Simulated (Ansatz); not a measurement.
## Puckered PAs monolayer in a perpendicular field

Aim: how the puckered PAs monolayer screens a field along its normal, and what the field does to its bands. A positive field points along +c.

Method: plane-wave DFT, PBE-D3(BJ), Ansatz PAW, in Ansatz 0.2.0.

## 1. The starting structure

The cell holds 4 atoms: 2 P and 2 As. Its edges and angles: a = 4.690 Å, b = 3.500 Å, c = 35.760 Å, α = 90.0°, β = 90.0°, γ = 90.0°. Vacuum lies along c.

Structure file:

```cif
data_structure
_symmetry_space_group_name_H-M 'P 1'
_symmetry_Int_Tables_number 1
_cell_length_a 4.6900
_cell_length_b 3.5000
_cell_length_c 35.7600
_cell_angle_alpha 90.000
_cell_angle_beta 90.000
_cell_angle_gamma 90.000
_cell_volume 587.00
loop_
_atom_site_label
_atom_site_type_symbol
_atom_site_fract_x
_atom_site_fract_y
_atom_site_fract_z
_atom_site_occupancy
P1 P 0.09000 0.00000 0.46700 1
As2 As 0.41000 0.50000 0.46980 1
As3 As 0.91000 0.00000 0.53020 1
P4 P 0.59000 0.50000 0.53300 1
```

## 2. Relaxing the slab

The starting cell is a guess, so the in-plane lattice and the atoms are relaxed first, with the slab cut off from its images along the normal.

The input, input.yaml:

```yaml
crystal:
  lattice:
    - [4.69, 0.0, 0.0]
    - [0.0, 3.5, 0.0]
    - [0.0, 0.0, 35.7600000002]
  atoms:
    - { symbol: P, position: [0.09, 0.0, 0.4670022371] }
    - { symbol: As, position: [0.41, 0.5, 0.4697986577] }
    - { symbol: As, position: [0.91, 0.0, 0.5302013423] }
    - { symbol: P, position: [0.59, 0.5, 0.5329977629] }
  periodic: [true, true, false]
kpoints:
  mp_grid: { grid: [8, 10, 1] }
hamiltonian:
  xc: pbe
  dispersion: d3bj
scf:
  occupations: { method: fermi_dirac, width: 0.05 }
  convergence: { dr2_threshold: 1.0e-09 }
relax:
  f_tol: 0.004
  max_steps: 90
  cell: {}
output:
  write_potential: true
  write_density: true
  volumetric_format: npy
```

On the command line:

```sh
$ ansatz run input.yaml --threads 2 --pin off --max-ram 3072MiB --backend cpu --events-out ev --progress --plain --runs-dir out
```

Numbers of over 12 decimals in the logs are rounded to 6 here.

The program printed:

```text
Warning: relax.cell: scf.convergence.dr2_threshold = 1e-9 eV is looser than the 2.61832196871e-10 eV advised for a relaxation that steers and ends on the stress (1e-10 eV for each atom of the cell: 4, times the square of relax.cell.stress_2d_tol = 0.05 N/m over 12.4 Å (the atoms' height at the walk's start and 5 Å past either face), 4.045e-2 GPa, over a crystal's default 0.05). What an SCF threshold leaves in a stress goes as its square root, and in the free energy as the threshold itself, and one threshold admits the most on a small cell: [figures from the program's tests cut] Set scf.convergence.dr2_threshold to 2.61832196871e-10 eV or tighter. [rest of the remark cut]
Engine: ansatz 0.2.0, aarch64-unknown-linux-gnu
Pseudopotentials: kind: paw
Pseudopotential: P, paw, valence charge 5, recommended cutoff 420 eV (normal), P.paw.azcp
Pseudopotential: As, paw, valence charge 15, recommended cutoff 420 eV (normal), As.paw.azcp
Functional definition: PBE
  parameter kappa = 0.804
  parameter beta = 0.066725
  exchange = pbe_x(kappa = kappa, mu = beta*pi^2/3)
  correlation = pbe_c(beta = beta)
Crystal: 4 atoms, lattice volume = 587.000 Å³
Basis set: ecut = 420 eV, 11447 PW (Γ), exchange–correlation on 64×48×480 points (8 copies of the dense FFT grid, shifted against one another)
Bands: 24, of which v1, the nominal top of the filled ones, is band 20 counted from 1 (19 counted from 0)
Symmetry: 4 space group operations
Space group: Pmn21 (ITA 31), of the structure as read, at distance tolerance 8.4e-5 Å
k-points: 30 of 80 (time reversal used)
Non-local potential: P, projectors of the file, l = 0: 2, l = 1: 2, l = 2: 2
Non-local potential: As, projectors of the file, l = 0: 2, l = 1: 2, l = 2: 3, l = 3: 1
PAW form: soft (Blöchl's): semilocal exchange-correlation on the pseudo side does not see the compensation charge
PAW one-centre angular grid: P, 110 points (default); XC on 64 Gauss nodes
PAW one-centre angular grid: As, 590 points (default); XC on 64 Gauss nodes
Initial density: superposition of atomic densities (neutral atoms: chi_scale 0, normalization atom), corrected by the library's trained network
Initial wavefunctions: pseudopotential atomic-orbital guess
Functional: x = pbe(κ = 0.804, μ = 0.219515), c = pbe(β = 0.066725)
SCF iter   1: F=—  HF=-11224.177964 eV  |F-HF|=—  |Δ(HF+E_count)|=         —  Δρ=1.15e-3  dr2=1.70e-2  ethr=1.77e-3  ⟨swp⟩=11.1  Hψ=4571  notcnv=0
preconditioner: auto → Resta (q_TF=auto, 1.744 Å⁻¹)  ε∞=1.6  [insulator: Δε(μ)=0.731 eV  Ē_g=8.549 eV  σ=0.050 eV  W_gap=1.00  n_scr=44 (ndim 8)  ℏωp=6.9 eV  f_vac=0.814  D(μ)=0.00/eV (n_scr^D=0)  ε∞_Penn≈1.6  vacuum switching on, ρ_ref=5.3e-3 e/Å³]
SCF iter   2: F=—  HF=-11224.176178 eV  |F-HF|=—  |Δ(HF+E_count)|=   1.79e-3  Δρ=4.68e-4  dr2=1.60e-3  ethr=4.25e-5  ⟨swp⟩=3.6  Hψ=1868  notcnv=0
SCF iter   3: F=—  HF=-11224.176204 eV  |F-HF|=—  |Δ(HF+E_count)|=   2.62e-5  Δρ=2.22e-4  dr2=1.84e-4  ethr=4.00e-6  ⟨swp⟩=3.0  Hψ=1282  notcnv=0
SCF iter   4: F=—  HF=-11224.176387 eV  |F-HF|=—  |Δ(HF+E_count)|=   1.83e-4  Δρ=7.69e-5  dr2=3.02e-5  ethr=4.59e-7  ⟨swp⟩=3.5  Hψ=1608  notcnv=0
SCF iter   5: F=—  HF=-11224.176414 eV  |F-HF|=—  |Δ(HF+E_count)|=   2.66e-5  Δρ=2.22e-5  dr2=2.80e-6  ethr=7.56e-8  ⟨swp⟩=3.2  Hψ=1610  notcnv=0
SCF iter   6: F=—  HF=-11224.176446 eV  |F-HF|=—  |Δ(HF+E_count)|=   3.25e-5  Δρ=4.68e-6  dr2=1.45e-7  ethr=7.01e-9  ⟨swp⟩=2.7  Hψ=1117  notcnv=0
SCF iter   7: F=—  HF=-11224.176446 eV  |F-HF|=—  |Δ(HF+E_count)|=   7.74e-8  Δρ=1.48e-6  dr2=1.08e-8  ethr=3.63e-10  ⟨swp⟩=3.1  Hψ=1241  notcnv=0
SCF iter   8: F=-11224.176447 eV  HF=-11224.176447 eV  |F-HF|=2.79e-9  |Δ(HF+E_count)|=   2.61e-8  Δρ=3.50e-7  dr2=5.88e-10  ethr=2.50e-12  ⟨swp⟩=9.7  Hψ=5989  notcnv=0
SCF 1 converged in 8 iterations: F = -11224.176447 eV  dr2 = 5.88e-10
  greatest PAW one-centre occupation: 0.999 electrons in one spin orbital (limit 2), on the As atom at site 1 (counted from 0), in its partial waves of l = 2
relax step   1: F+E_penalty+E_count = -11224.17644651 eV  Δ(F+E_penalty+E_count) = +0.000e0 eV  max|allowed force component| = 1.037e0 eV/Å  Δτ_max = 0.0000 Å  P = +0.952 N/m  Ω = 587.000 Å³  fix = [c, alpha, beta]  reactions: c +0.000 N/m  (8 SCF iters, accepted)
Crystal: 4 atoms, lattice volume = 566.864 Å³
Basis set: ecut = 420 eV, 11127 PW (Γ), exchange–correlation on 64×48×480 points (8 copies of the dense FFT grid, shifted against one another)
Initial density: handed on by an earlier stage of this run
Initial wavefunctions: those handed on with the density
iter 1 solved again at ethr=5.95e-5 eV; its pass at ethr=3.10e-3 eV (dr2=2.38e-2 eV) is discarded
SCF iter   1: F=—  HF=-11224.293748 eV  |F-HF|=—  |Δ(HF+E_count)|=         —  Δρ=2.42e-3  dr2=2.45e-2  ethr=5.95e-5  ⟨swp⟩=2.6  Hψ=5563  notcnv=0
preconditioner: auto → Resta (q_TF=auto, 1.754 Å⁻¹)  ε∞=1.7  [insulator: Δε(μ)=0.714 eV  Ē_g=8.494 eV  σ=0.050 eV  W_gap=1.00  n_scr=44 (ndim 8)  ℏωp=7.0 eV  f_vac=0.810  D(μ)=0.00/eV (n_scr^D=0)  ε∞_Penn≈1.7  vacuum switching on, ρ_ref=5.2e-3 e/Å³]
SCF iter   2: F=—  HF=-11224.289425 eV  |F-HF|=—  |Δ(HF+E_count)|=   4.32e-3  Δρ=1.22e-3  dr2=4.48e-3  ethr=5.95e-5  ⟨swp⟩=2.1  Hψ=1047  notcnv=0
SCF iter   3: F=—  HF=-11224.289788 eV  |F-HF|=—  |Δ(HF+E_count)|=   3.63e-4  Δρ=3.54e-4  dr2=7.46e-4  ethr=1.12e-5  ⟨swp⟩=3.0  Hψ=1354  notcnv=0
SCF iter   4: F=—  HF=-11224.289690 eV  |F-HF|=—  |Δ(HF+E_count)|=   9.81e-5  Δρ=1.04e-4  dr2=5.69e-5  ethr=1.86e-6  ⟨swp⟩=2.9  Hψ=1077  notcnv=0
SCF iter   5: F=—  HF=-11224.289680 eV  |F-HF|=—  |Δ(HF+E_count)|=   9.47e-6  Δρ=2.78e-5  dr2=9.00e-6  ethr=1.42e-7  ⟨swp⟩=3.0  Hψ=1473  notcnv=0
SCF iter   6: F=—  HF=-11224.289676 eV  |F-HF|=—  |Δ(HF+E_count)|=   3.86e-6  Δρ=7.46e-6  dr2=4.65e-7  ethr=2.25e-8  ⟨swp⟩=2.8  Hψ=1437  notcnv=0
SCF iter   7: F=—  HF=-11224.289704 eV  |F-HF|=—  |Δ(HF+E_count)|=   2.78e-5  Δρ=2.68e-6  dr2=5.57e-8  ethr=1.16e-9  ⟨swp⟩=3.2  Hψ=1546  notcnv=0
SCF iter   8: F=—  HF=-11224.289704 eV  |F-HF|=—  |Δ(HF+E_count)|=   2.08e-9  Δρ=8.07e-7  dr2=3.51e-9  ethr=1.39e-10  ⟨swp⟩=2.6  Hψ=1372  notcnv=0
SCF iter   9: F=-11224.289704 eV  HF=-11224.289704 eV  |F-HF|=6.95e-10  |Δ(HF+E_count)|=   1.58e-9  Δρ=1.77e-7  dr2=1.57e-10  ethr=2.50e-12  ⟨swp⟩=11.8  Hψ=5572  notcnv=0
SCF 2 converged in 9 iterations: F = -11224.289704 eV  dr2 = 1.57e-10
  greatest PAW one-centre occupation: 0.999 electrons in one spin orbital (limit 2), on the As atom at site 2 (counted from 0), in its partial waves of l = 2
[...]
relax step   5: F+E_penalty+E_count = -11224.32830668 eV  Δ(F+E_penalty+E_count) = -6.097e-3 eV  max|allowed force component| = 4.397e-2 eV/Å  Δτ_max = 0.0306 Å  P = -0.308 N/m  Ω = 567.940 Å³  energy of the carried Pulay correction = +3.619e-4 eV  fix = [c, alpha, beta]  reactions: c -0.000 N/m  (8 SCF iters, accepted)
relax step   6: F+E_penalty+E_count = -11224.33206646 eV  Δ(F+E_penalty+E_count) = -3.760e-3 eV  max|allowed force component| = 7.164e-2 eV/Å  Δτ_max = 0.0181 Å  P = +0.019 N/m  Ω = 558.797 Å³  energy of the carried Pulay correction = +5.399e-4 eV  fix = [c, alpha, beta]  reactions: c -0.000 N/m  (8 SCF iters, accepted)
relax step   7: F+E_penalty+E_count = -11224.33392161 eV  Δ(F+E_penalty+E_count) = -1.855e-3 eV  max|allowed force component| = 9.174e-3 eV/Å  Δτ_max = 0.0253 Å  P = -0.009 N/m  Ω = 554.948 Å³  energy of the carried Pulay correction = +6.156e-4 eV  fix = [c, alpha, beta]  reactions: c -0.000 N/m  (8 SCF iters, accepted)
relax step   8: F+E_penalty+E_count = -11224.33418416 eV  Δ(F+E_penalty+E_count) = -2.625e-4 eV  max|allowed force component| = 8.643e-3 eV/Å  Δτ_max = 0.0152 Å  P = +0.011 N/m  Ω = 552.761 Å³  energy of the carried Pulay correction = +6.589e-4 eV  fix = [c, alpha, beta]  reactions: c +0.000 N/m  (7 SCF iters, accepted)
relax step   9: F+E_penalty+E_count = -11224.33424031 eV  Δ(F+E_penalty+E_count) = -5.615e-5 eV  max|allowed force component| = 8.109e-3 eV/Å  Δτ_max = 0.0035 Å  P = -0.018 N/m  Ω = 552.007 Å³  energy of the carried Pulay correction = +6.738e-4 eV  fix = [c, alpha, beta]  reactions: c -0.000 N/m  (6 SCF iters, accepted)
relax step  10: F+E_penalty+E_count = -11224.33424097 eV  Δ(F+E_penalty+E_count) = -6.615e-7 eV  max|allowed force component| = 4.136e-3 eV/Å  Δτ_max = 0.0021 Å  P = +0.006 N/m  Ω = 552.330 Å³  energy of the carried Pulay correction = +6.674e-4 eV  fix = [c, alpha, beta]  reactions: c +0.000 N/m  (6 SCF iters, accepted)
relax step  11: F+E_penalty+E_count = -11224.33424576 eV  Δ(F+E_penalty+E_count) = -4.788e-6 eV  max|allowed force component| = 1.409e-4 eV/Å  Δτ_max = 0.0008 Å  P = -0.001 N/m  Ω = 552.299 Å³  energy of the carried Pulay correction = +6.680e-4 eV  fix = [c, alpha, beta]  reactions: c -0.000 N/m  (5 SCF iters, accepted)
Basis set: ecut = 420 eV, 10775 PW (Γ), exchange–correlation on 60×48×480 points (8 copies of the dense FFT grid, shifted against one another)
Initial wavefunctions: pseudopotential atomic-orbital guess (no wavefunctions were taken with the density)
iter 1 solved again at ethr=1.41e-6 eV; its pass at ethr=3.10e-3 eV (dr2=5.65e-4 eV) is discarded
SCF iter   1: F=—  HF=-11224.333777 eV  |F-HF|=—  |Δ(HF+E_count)|=         —  Δρ=1.50e-5  dr2=3.00e-7  ethr=1.41e-6  ⟨swp⟩=4.9  Hψ=7002  notcnv=0
eigensolver tolerance schedule: the retry pair's looser diagonalisation over-reported the residual by 1882.88 of it (diagonalisation noise at 6.03 of the residual, at the tolerance the schedule requests for it); recorded, not acted on — ethr = c·dr2/N_el stays at c = 1.0e-1
preconditioner: auto → Resta (q_TF=auto, 1.761 Å⁻¹)  ε∞=1.7  [insulator: Δε(μ)=0.585 eV  Ē_g=8.516 eV  σ=0.050 eV  W_gap=0.99  n_scr=42 (ndim 8)  ℏωp=7.1 eV  f_vac=0.812  D(μ)=0.00/eV (n_scr^D=0)  ε∞_Penn≈1.7  vacuum switching on, ρ_ref=5.3e-3 e/Å³]
SCF iter   2: F=—  HF=-11224.333801 eV  |F-HF|=—  |Δ(HF+E_count)|=   2.33e-5  Δρ=7.44e-6  dr2=9.02e-8  ethr=7.49e-10  ⟨swp⟩=4.6  Hψ=2270  notcnv=0
SCF iter   3: F=—  HF=-11224.333805 eV  |F-HF|=—  |Δ(HF+E_count)|=   4.40e-6  Δρ=2.70e-6  dr2=6.52e-8  ethr=2.25e-10  ⟨swp⟩=2.6  Hψ=1381  notcnv=0
SCF iter   4: F=—  HF=-11224.333805 eV  |F-HF|=—  |Δ(HF+E_count)|=   1.93e-7  Δρ=1.17e-6  dr2=2.39e-9  ethr=1.63e-10  ⟨swp⟩=3.0  Hψ=1119  notcnv=0
SCF iter   5: F=—  HF=-11224.333805 eV  |F-HF|=—  |Δ(HF+E_count)|=   2.17e-7  Δρ=2.49e-7  dr2=5.96e-10  ethr=2.50e-12  ⟨swp⟩=15.2  Hψ=6358  notcnv=0
SCF iter   6: F=-11224.333805 eV  HF=-11224.333805 eV  |F-HF|=1.54e-9  |Δ(HF+E_count)|=   3.48e-9  Δρ=5.35e-8  dr2=1.58e-11  ethr=1.49e-12  ⟨swp⟩=9.0  Hψ=4518  notcnv=0
SCF 12 converged in 6 iterations: F = -11224.333805 eV  dr2 = 1.58e-11
relax step  12: F+E_penalty+E_count = -11224.33380542 eV  Δ(F+E_penalty+E_count) = +4.403e-4 eV  max|allowed force component| = 1.911e-4 eV/Å  Δτ_max = 0.0000 Å  P = -0.004 N/m  Ω = 552.299 Å³  fix = [c, alpha, beta]  reactions: c -0.000 N/m  stress off target by 5.73e-3 N/m on what of the cell is left free  SCF on the basis re-selected at this cell (its energy is not comparable with the rows above)  (6 SCF iters)
basis re-selected at this cell: Δ(F+E_penalty+E_count) = +4.403e-4 eV, ΔP = -0.003 N/m vs the last step (what re-selecting the basis moved, of the pressure what is left beyond the Pulay correction that the steps carried, after the strain that the cell walked since its last selection, with what the two solves' SCF thresholds leave and, on support functions, any second-order correction that the steps lacked; it is no measure of the basis error at this ecutwfc). The dense FFT grid was sized anew with the basis: this SCF ran on 30×24×240 points, the steps before it on 32×24×240, so part of this shift can come from that change (see relax.cell in the input reference). [rest of the remark cut]
SCF converged after 6 iterations
Free energy (F): -11224.333805 eV
Harris-Foulkes:  -11224.333805 eV  (|F-HF|=1.54e-9)
Internal energy: -11224.333720 eV  (E = F + TS)
E sigma→0 (E₀):  -11224.333763 eV
Entropy (-TS):   -0.000085 eV (-0.021 meV/atom)
Fermi energy:    -4.135370 eV
--- Per-component energies (eV) ---
  E_band       = -1018.829211
  E_kinetic    = 343.347296
  E_local      = -73977.291957  (includes V_loc(G=0)·N_el)
  E_nonlocal   = -1272.811271
  E_hartree    = 36857.900677
  E_xc         = -279.948304
  E_vxc        = -277.885742  (∫ρ·V_xc dr)
  E_paw        = -4808.409509  (= ΣΔE_a)
  E_vpaw       = 450.011099  (= ΣTr[D̂ρ^β])
  E_aug_tail   = 0.000023  (compensation charges beyond the density's cutoff)
  E_ewald      = 31913.901520
  E_disp       = -1.022195  (pairwise vdW)
  E_smearing   = -0.000085  (= −TS)
  E_closure    = 0.000000  (closes the sum)
  Σ components = -11224.333805   (vs F -11224.333805, Δ=0.00e0)
--- Forces (eV/Å), atoms counted from 1 ---
  atom   1  P     -0.00001670     0.00000000    -0.00019107
  atom   2  As     0.00001670    -0.00000000    -0.00000558
  atom   3  As     0.00001670    -0.00000000     0.00000558
  atom   4  P     -0.00001670     0.00000000     0.00019107
  max |Σ_I F_I| component: 1.10e-9 eV/Å
--- 2D stress c σ (N/m, compression-positive) ---
       -0.005732       0.000000       0.000000
        0.000000      -0.002843       0.000000
        0.000000       0.000000      -0.000000
  P = ½ c Tr σ = -0.0043 N/m
--- Band table (eV; the first three rows and the last of 30) ---
  k-point 0: bands = [... 16 lower, -7.8491, -6.4137, -6.0996, -4.7209, -3.8521, -2.8360, -1.9582, -1.1452]
  k-point 1: bands = [... 16 lower, -8.2248, -6.5046, -6.3155, -4.7877, -3.7673, -2.0721, -1.7804, -1.3310]
  k-point 2: bands = [... 16 lower, -8.4622, -6.9097, -6.1763, -5.0452, -3.4970, -2.8043, -1.2520, -0.7121]
  k-point 29: bands = [... 16 lower, -9.0410, -9.0410, -6.1624, -6.1624, -2.0532, -2.0532, 0.1249, 0.1249]
  the weakly bound empty levels are not read free of the cell's end (no_gap_told)
--- Relaxed structure (11 steps of the walk, 11 accepted, 1 SCFs on fresh bases) ---
  F+E_penalty+E_count = -11224.33380542 eV   max|allowed force component| = 1.911e-4 eV/Å   (the final SCF, on the basis selected at the relaxed cell)
  cell:  # Å, volume = 552.2989 Å³
    - [4.386975, 0, 0]
    - [0, 3.520558, 0]
    - [0, 0, 35.7600000002]
  atoms:
    - { symbol: P, position: [0.069186, 0, 0.470707] }
    - { symbol: As, position: [0.430814, 0.5, 0.465483] }
    - { symbol: As, position: [0.930814, 0, 0.534517] }
    - { symbol: P, position: [0.569186, 0.5, 0.529293] }
```

The job ended after 2.9 min (2 threads of Arm Neoverse V2, shared host; peak memory 0.82 GiB; 5.8 min of CPU time).

Relaxation path:

```csv
step,energy less that of the first step (eV),largest force component (eV/Å),volume (Å³)
1,0.0000,1.0367,587.00
2,-0.1133,0.2358,566.86
3,-0.1327,0.1227,570.87
4,-0.1458,0.0876,571.51
5,-0.1519,0.0440,567.94
6,-0.1556,0.0716,558.80
7,-0.1575,0.0092,554.95
8,-0.1577,0.0086,552.76
9,-0.1578,0.0081,552.01
10,-0.1578,0.0041,552.33
11,-0.1578,0.0001,552.30
12*,-0.1574,0.0002,552.30
```

Relaxation steps marked * repeat the geometry before them on a plane-wave basis chosen anew for their cell, so energy and pressure can jump there.

Forces are held to the 4 operations that the run works with; a distortion that breaks them can't arise in this run.

```csv
cell as run,before,after,change
a (Å),4.690,4.387,-6.5 %
b (Å),3.500,3.521,+0.6 %
```

The atoms that moved most (Å, along periodic axes as changes of fractional coordinates times the final cell, across vacuum about the mean position):

```csv
atom,dx,dy,dz,length
As3,0.091,0.000,0.154,0.179
As2,0.091,0.000,-0.154,0.179
P4,-0.091,0.000,-0.132,0.161
P1,-0.091,0.000,0.132,0.161
```

Final coordinates:

```xyz
4
Lattice="4.3870 0.0000 0.0000 0.0000 3.5206 0.0000 0.0000 0.0000 35.7600" Properties=species:S:1:pos:R:3
P     0.3035    0.0000   16.8325
As    1.8900    1.7603   16.6457
As    4.0835    0.0000   19.1143
P     2.4970    1.7603   18.9275
```

The lattice constant a goes from 4.690 to 4.387 Å.

[end of part 1 of 2]

[Logs are printed without paths, hosts, clocks, repeated set-up lines and the standing remarks that a program may print on its own settings, such as how far it seeks lower states.]

[Hosts, paths, dates, database ids (printed as entryN), source tags and the programs' standing remarks are cut or masked in the printed files.]

[Maps of the electrostatic potential energy from Ansatz leave out the sawtooth potential of an applied field or a dipole correction, so their vacuum need not be flat; planar profiles and work functions include it.]
